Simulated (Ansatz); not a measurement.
# CsCu2I3 (Cmcm): a many-body input that goes wrong, and its mend

Aim: the G0W0 gap of CsCu2I3 (Cmcm). The first input has a fault.

Calculated with Ansatz 0.2.0; G0W0 on r2SCAN, plane waves, PAW.

The database entry behind the starting cell differs from other determinations, so it need not match the best structure at room temperature.

In doubt: GW on d or f shells is unreliable with these PAW files, so the values of those runs are not to be relied on.

## Step 1: Set-up

Symmetry: Cmcm, No. 63, orthorhombic system. Conventional cell: a = 10.548 Å, b = 13.172 Å, c = 6.097 Å, α = 90.00°, β = 90.00°, γ = 90.00°. Cs has 10 I at 3.88 to 4.47 Å nearest. Cu has 4 I at 2.60 to 2.70 Å nearest. I has 4 Cu at 2.70 Å and 2 Cs at 4.09 Å nearest. I has 2 Cu at 2.60 Å and 4 Cs at 3.88 to 4.47 Å nearest. Farther neighbours, and contacts between anions beyond the nearest, are not listed.

The cell and positions come from the Crystallography Open Database and are kept as given unless a step says otherwise. The default PAW set here is soft_2. Its files were made with PBE.

## Step 2: First try

The input, input.yaml:

```yaml
crystal:
  lattice:
    - [5.27395, -6.58625, 0.0]
    - [5.27395, 6.58625, 0.0]
    - [0.0, 0.0, 6.09718]
  atoms:
    - { symbol: Cs, position: [0.3278, 0.6722, 0.25] }
    - { symbol: Cs, position: [0.6722, 0.3278, 0.75] }
    - { symbol: Cu, position: [0.851, 0.851, 0.0] }
    - { symbol: Cu, position: [0.149, 0.149, 0.5] }
    - { symbol: Cu, position: [0.149, 0.149, 0.0] }
    - { symbol: Cu, position: [0.851, 0.851, 0.5] }
    - { symbol: I, position: [0.8796, 0.1204, 0.25] }
    - { symbol: I, position: [0.1204, 0.8796, 0.75] }
    - { symbol: I, position: [0.836, 0.598, 0.25] }
    - { symbol: I, position: [0.164, 0.402, 0.75] }
    - { symbol: I, position: [0.598, 0.836, 0.75] }
    - { symbol: I, position: [0.402, 0.164, 0.25] }
kpoints:
  mp_grid: { grid: [2, 2, 2] }
hamiltonian:
  xc: r2scan
scf:
  occupations: { method: fixed }
gw:
  n_empty_bands: 4
  ecut_chi: 40
  qp_bands: [v4, c4]
  qp_kpoints: band_edges
  screening: { model: contour_deformation }
```

The run is started by

```bash
ansatz run input.yaml --threads 24 --pin off --max-ram 82944MiB --backend cuda --events-out ev --progress --plain --runs-dir out --devices 1 --max-vram 78GiB
```

What it wrote:

```text
GPUs: using 1 of 1 available (devices: 1).
Engine: ansatz 0.2.0, aarch64-unknown-linux-gnu
Pseudopotentials: kind: paw
Pseudopotential: Cs, paw, valence charge 9, recommended cutoff 500 eV (meta_gga), Cs.paw.azcp
Pseudopotential: Cu, paw, valence charge 19, recommended cutoff 500 eV (meta_gga), Cu.paw.azcp
Pseudopotential: I, paw, valence charge 17, recommended cutoff 500 eV (meta_gga), I.paw.azcp
Functional definition: r2SCAN
  parameter k0 = 0.174
  parameter k1 = 0.065
  parameter a1 = 4.9479
  exchange = r2scan_x(k0 = k0, k1 = k1, a1 = a1)
  correlation = r2scan_c
[...]
Crystal: 12 atoms, lattice volume = 423.578 Å³
Basis set: ecut = 500 eV, 10765 PW (Γ), exchange–correlation on 256×256×180 points (64 copies of the dense FFT grid, shifted against one another)
Bands: 118, of which v1, the nominal top of the filled ones, is band 98 counted from 1 (97 counted from 0)
Symmetry: 8 space group operations
Space group: Cmcm (ITA 63), of the structure as read, at distance tolerance 7.5e-5 Å
k-points: 6 of 8
Non-local potential: Cs, projectors of the file, l = 0: 3, l = 1: 2, l = 2: 2, l = 3: 2
Non-local potential: Cu, projectors of the file, l = 0: 3, l = 1: 2, l = 2: 3, l = 3: 1
Non-local potential: I, projectors of the file, l = 0: 2, l = 1: 2, l = 2: 2, l = 3: 2
PAW form: soft (Blöchl's): semilocal exchange-correlation on the pseudo side does not see the compensation charge
PAW frozen core: Cs, regenerated for the run's functional (the file was generated under x = pbe(κ = 0.804, μ = 0.219515), c = pbe(β = 0.066725))
PAW frozen core: Cu, regenerated for the run's functional (the file was generated under x = pbe(κ = 0.804, μ = 0.219515), c = pbe(β = 0.066725))
PAW frozen core: I, regenerated for the run's functional (the file was generated under x = pbe(κ = 0.804, μ = 0.219515), c = pbe(β = 0.066725))
PAW one-centre angular grid: Cs, 302 points (default); XC on 160 Gauss nodes
PAW one-centre angular grid: Cu, 590 points (default); XC on 160 Gauss nodes
PAW one-centre angular grid: I, 590 points (default); XC on 160 Gauss nodes
Initial density: superposition of atomic densities (neutral atoms: chi_scale 0, normalization atom), corrected by the library's trained network
Initial wavefunctions: pseudopotential atomic-orbital guess
[...]
Functional: x = r2scan, c = r2scan; τ floored in thin density (d = 2e-4 eV/Å³)
SCF iter   1: F=—  HF=-83073.777029 eV  |F-HF|=—  |Δ(HF+E_count)|=         —  Δρ=1.66e-2  dr2=6.99e-1  dr2_τ=7.73e-3  ethr=1.77e-3  ⟨swp⟩=5.3  Hψ=2276  notcnv=0  defer=100
preconditioner: auto → Resta (q_TF=auto, 2.399 Å⁻¹)  ε∞=4.5  [insulator: Δε(μ)=2.711 eV  Ē_g=9.651 eV  n_scr=96 (ndim 8)  ℏωp=18.0 eV  f_vac=0.164  ε∞_Penn≈4.5]
SCF iter   2: F=—  HF=-83073.789062 eV  |F-HF|=—  |Δ(HF+E_count)|=   1.20e-2  Δρ=9.58e-3  dr2=2.35e-1  dr2_τ=5.90e-3  ethr=3.57e-4  ⟨swp⟩=3.0  Hψ=1444  notcnv=0  defer=107
SCF iter   3: F=—  HF=-83073.697389 eV  |F-HF|=—  |Δ(HF+E_count)|=   9.17e-2  Δρ=3.53e-3  dr2=3.47e-2  dr2_τ=4.17e-4  ethr=1.20e-4  ⟨swp⟩=2.0  Hψ=1229  notcnv=0  defer=103
SCF iter   4: F=—  HF=-83073.692504 eV  |F-HF|=—  |Δ(HF+E_count)|=   4.88e-3  Δρ=4.16e-4  dr2=8.66e-4  dr2_τ=5.23e-5  ethr=1.77e-5  ⟨swp⟩=2.0  Hψ=948  notcnv=0  defer=108
SCF iter   5: F=—  HF=-83073.692924 eV  |F-HF|=—  |Δ(HF+E_count)|=   4.20e-4  Δρ=1.73e-4  dr2=1.43e-4  dr2_τ=5.19e-6  ethr=4.42e-7  ⟨swp⟩=2.0  Hψ=946  notcnv=0  defer=108
SCF iter   6: F=—  HF=-83073.692979 eV  |F-HF|=—  |Δ(HF+E_count)|=   5.54e-5  Δρ=6.80e-5  dr2=1.42e-5  dr2_τ=2.93e-7  ethr=7.31e-8  ⟨swp⟩=2.0  Hψ=922  notcnv=0  defer=108
SCF iter   7: F=—  HF=-83073.692983 eV  |F-HF|=—  |Δ(HF+E_count)|=   3.68e-6  Δρ=2.27e-5  dr2=1.97e-6  dr2_τ=1.45e-8  ethr=7.25e-9  ⟨swp⟩=2.0  Hψ=918  notcnv=0  defer=108
SCF iter   8: F=—  HF=-83073.692983 eV  |F-HF|=—  |Δ(HF+E_count)|=   1.40e-7  Δρ=4.34e-6  dr2=1.12e-7  dr2_τ=4.02e-9  ethr=1.00e-9  ⟨swp⟩=2.0  Hψ=1054  notcnv=0  defer=108
SCF iter   9: F=-83073.692983 eV  HF=-83073.692983 eV  |F-HF|=1.28e-9  |Δ(HF+E_count)|=   7.82e-8  Δρ=1.75e-6  dr2=1.41e-8  dr2_τ=1.01e-10  ethr=5.10e-11  ⟨swp⟩=15.5  Hψ=3821  notcnv=0
SCF 1 converged in 9 iterations: F = -83073.692983 eV  dr2 = 1.41e-8
[...]
SCF converged after 9 iterations
[...]
--- G₀W₀: contour deformation, 6 samples at zero and on the imaginary axis and 1 off it, 8 q-points, 4 empty bands' worth ---
  eigenvalues of the whole cell's RPA ε∞ on this k-mesh (on a slab, of 1 + 4πα/V) = 2.1763, 2.1769, 2.1856; static W/v taken at q = 0 is 0.458895
  gw.qp_kpoints: band_edges: 6 of 6 stored k-points solved, in 1 pass; an edge of the gap read off the rows below is read off those points alone
  `?` marks the rows in doubt; gw_qp.tsv's column doubts and the gw_qp event give each row's grounds
    ik  band        ε_KS         Σx   Σc(E_QP)       V_xc       Z   E_QP_lin       E_QP  E_QP is
     0    95      5.5798   -36.1750     4.2617   -29.5896  0.7340     2.8214     3.2562  root ?
     0    96      6.0319   -32.4423     3.3812   -27.0039  0.7679     3.7386     3.9747  root ?
     0    97      6.0570   -35.6486     3.7878   -29.6028  0.7552     3.4617     3.7990  root ?
     0    98      6.2437   -34.9115     3.5746   -29.1507  0.7649     3.7743     4.0575  root ?
     0    99      8.7399    -6.8001    -1.4875   -10.6903  0.8771    11.4422    11.1427  root ?
     0   100      9.5652    -7.9189    -1.0770   -11.1944  0.8884    11.9368    11.7638  root ?
     0   101      9.6592    -7.8597    -1.5912   -11.8778  0.8645    12.4338    12.0861  root ?
     0   102      9.6776    -8.5271    -1.5833   -12.8665  0.8609    12.6938    12.4338  root ?
     1    95      5.8566   -37.3289     4.2494   -30.7210  0.7389     3.0582     3.4981  root ?
     1    96      5.8566   -37.3289     4.2494   -30.7210  0.7389     3.0582     3.4981  root ?
     1    97      5.8869   -37.6305     4.2556   -31.0146  0.7394     3.0877     3.5265  root ?
     1    98      5.8869   -37.6305     4.2556   -31.0146  0.7394     3.0877     3.5265  root ?
     1    99      9.3608    -7.3104    -1.6043   -11.3556  0.8685    12.1617    11.8018  root ?
     1   100      9.3608    -7.3104    -1.6043   -11.3556  0.8685    12.1617    11.8018  root ?
[...]
5    98      5.9314   -37.9622     4.2421   -31.3416  0.7408     3.1026     3.5530  root ?
     5    99     10.4051    -7.9325    -1.7106   -12.4676  0.8608    13.5598    13.2296  root ?
     5   100     10.4051    -7.9325    -1.7106   -12.4676  0.8608    13.5598    13.2296  root ?
     5   101     10.5910    -8.5749    -1.7799   -13.2309  0.8589    13.8403    13.4672  root ?
     5   102     10.5910    -8.5749    -1.7799   -13.2309  0.8589    13.8403    13.4672  root ?
```

Wall time 4 s (1 × NVIDIA GB200 (shared by 2 runs) with 24 threads of Arm Neoverse V2, shared host); peak memory 2 GiB.

In the SCF lines HF is the Harris–Foulkes energy and dr2 the Hartree energy of the density residual, in eV; the loop may stop once dr2 is under the threshold and the program's other checks hold. Hψ counts applications of the Hamiltonian.

**Diagnosis.**

The run ended normally, though the input holds a fault or crude settings.

The fault: four empty bands in G0W0. The sums over empty states are cut off almost at the gap, so screening and correlation are far from complete.

It printed a gap of 7.09 eV, which is an artefact of the settings.

## Step 3: A better input

Now the one-shot GW correction: screening in the RPA, then the self-energy of the levels asked for.

Changes to input.yaml since step 2:

```diff
@@ -25,4 +25,4 @@
 gw:
-  n_empty_bands: 4
-  ecut_chi: 40
+  n_empty_bands: 447
+  ecut_chi: 60
   qp_bands: [v4, c4]
```

What it wrote:

```text
GPUs: using 1 of 1 available (devices: 1).
[...]
Crystal: 12 atoms, lattice volume = 423.578 Å³
Basis set: ecut = 500 eV, 10765 PW (Γ), exchange–correlation on 256×256×180 points (64 copies of the dense FFT grid, shifted against one another)
Bands: 118, of which v1, the nominal top of the filled ones, is band 98 counted from 1 (97 counted from 0)
[... 1 set-up line as in the run before ...]
[...]
k-points: 6 of 8
[...]
SCF iter   1: F=—  HF=-83073.777029 eV  |F-HF|=—  |Δ(HF+E_count)|=         —  Δρ=1.66e-2  dr2=6.99e-1  dr2_τ=7.73e-3  ethr=1.77e-3  ⟨swp⟩=5.3  Hψ=2276  notcnv=0  defer=100
[...]
SCF iter   9: F=-83073.692983 eV  HF=-83073.692983 eV  |F-HF|=1.28e-9  |Δ(HF+E_count)|=   7.82e-8  Δρ=1.75e-6  dr2=1.41e-8  dr2_τ=1.01e-10  ethr=5.10e-11  ⟨swp⟩=15.5  Hψ=3821  notcnv=0
SCF 1 converged in 9 iterations: F = -83073.692983 eV  dr2 = 1.41e-8
[...]
SCF converged after 9 iterations
[...]
bands read: the sum over 545 bands ends inside a degenerate multiplet in 3 slots, whose members it reads at an even weight; the widest, k=1: bands 545 to 546 (counted from 1) at 1/2 each
[...]
0    95      5.5798   -36.1750     5.8325   -29.5896  0.7223     4.8137     4.8270  root
     0    96      6.0319   -32.4423     4.7685   -27.0039  0.7447     5.3534     5.3621  root
     0    97      6.0570   -35.6486     5.3621   -29.6028  0.7344     5.3636     5.3732  root
     0    98      6.2437   -34.9115     5.1057   -29.1507  0.7402     5.5803     5.5886  root
     0    99      8.7399    -6.8001    -3.4124   -10.6903  0.8234     9.2204     9.2177  root
     0   100      9.5652    -7.9189    -2.8655   -11.1944  0.8188     9.9773     9.9753  root
     0   101      9.6592    -7.8597    -3.3144   -11.8778  0.8111    10.3694    10.3629  root
     0   102      9.6776    -8.5271    -3.4922   -12.8665  0.8072    10.5344    10.5248  root
[...]
5    99     10.4051    -7.9325    -3.7087   -12.4676  0.8056    11.2419    11.2314  root
     5   100     10.4051    -7.9325    -3.7087   -12.4676  0.8056    11.2419    11.2314  root
     5   101     10.5910    -8.5749    -3.7630   -13.2309  0.8016    11.4968    11.4840  root
     5   102     10.5910    -8.5749    -3.7630   -13.2309  0.8016    11.4968    11.4840  root
```

Elapsed: 8.5 s, on 1 × NVIDIA GB200 (shared by 2 runs) with 24 threads; peak memory 3.1 GiB.

Numbers from this step:

* bands summed: 545
* RPA ε∞ on this mesh (eigenvalues): 3.807, 3.884, 3.940
* plane waves in the screening matrix: 461
* q-points in the mesh: 8
* G0W0 gap on the mesh: 3.629 eV
* k of the valence top: 0, 0, 0
* k of the conduction bottom: 0, 0, 0
* starting gap on the mesh: 2.496 eV
* Z at the valence top: 0.7402
* Z at the conduction bottom: 0.8234
* least direct G0W0 gap on the computed points: 3.629 eV

The gap on the mesh goes from 2.50 eV to 3.63 eV, a correction of +1.13 eV. Between the two edge states, bare exchange in place of the xc potential would open the gap by 9.65 eV, and correlation takes back 8.52 eV.

## Step 4: What came out

* first try: converged after 4 s
* better run: G0W0 gap on the mesh 3.63 eV (2×2×2 mesh, 447 empty bands, screening to 60 eV)

**Reading.** The second run differs in: empty bands and screening cutoff (eV). Bands and cutoff are finite, so the gap stands short of the basis limit, usually by up to a few tenths of an eV; the mesh is an error of its own. The 2×2×2 mesh is coarse for this cell (its supercell is 12 Å along the shortest edge). The RPA ε∞ on it, from the r2SCAN start, is 3.81, 3.88 and 3.94; such meshes misread the long-range screening, most where the gap is narrow. A d shell, filled or nearly so, lies near the gap. One-shot GW converges very slowly in bands there, not always from below, and on a semilocal start the gap tends to come out low; starts rich in exact exchange can overshoot instead. The many-body steps are scalar-relativistic: spin-orbit coupling is not in them.

[Long decimals in the printed logs are rounded to 6 places.]

[Logs are printed without paths, hosts, clocks, repeated set-up lines and the standing remarks that a program may print on its own settings, such as how far it seeks lower states.]

[Paths, hosts, dates, memory and timing lines, banners, echoed tables and standing remarks are left out of the program output; an Ansatz launch command may be rebuilt from the run's recorded settings. Measured values are a selection of at most five: reports struck by readers or far from the other reports are left out. None is set beside runs whose start may be inverted or whose files or cutoffs have a known fault.]

[Runs of the session that timed out or met a known fault of the program may be left out.]

[Cells called generated may have been cut or substituted from an entry of the Crystallography Open Database or the Materials Project.]

[Hosts, paths, dates, database ids (printed as entryN), source tags and the programs' standing remarks are cut or masked in the printed files.]

[Where the starting crystal was built by hand or by swapping elements, it need not be the compound's stable phase.]
